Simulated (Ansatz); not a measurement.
# Work function of bcc Cs face by face (r²SCAN)

Does the work function of Cs follow how densely a face is packed?

All values are computed: Ansatz 0.2.0, r²SCAN, plane waves, scalar-relativistic unless marked; slabs or sheets with vacuum, the vacuum level from the planar mean of the electrostatic potential.

```
 face  atoms in the slab  top-layer atoms per Å²  work function (eV)
(100)                  4                   0.027                1.96
(110)                  4                   0.038                2.06
```

The densest face listed is +0.10 eV against the most open one. That fits Smoluchowski's order, though a step this small is near the scatter of thin slabs: on an open face electrons flow from the ridges into the troughs, which leaves a dipole with its positive end outwards and lowers the barrier.

The slabs are 1×1 cuts on the parent's lattice, 10.0 to 13.2 Å between the outer relaxed layers. Two faces can't establish a trend.

[Logs are printed without paths, hosts, clocks, repeated set-up lines and the standing remarks that a program may print on its own settings, such as how far it seeks lower states.]
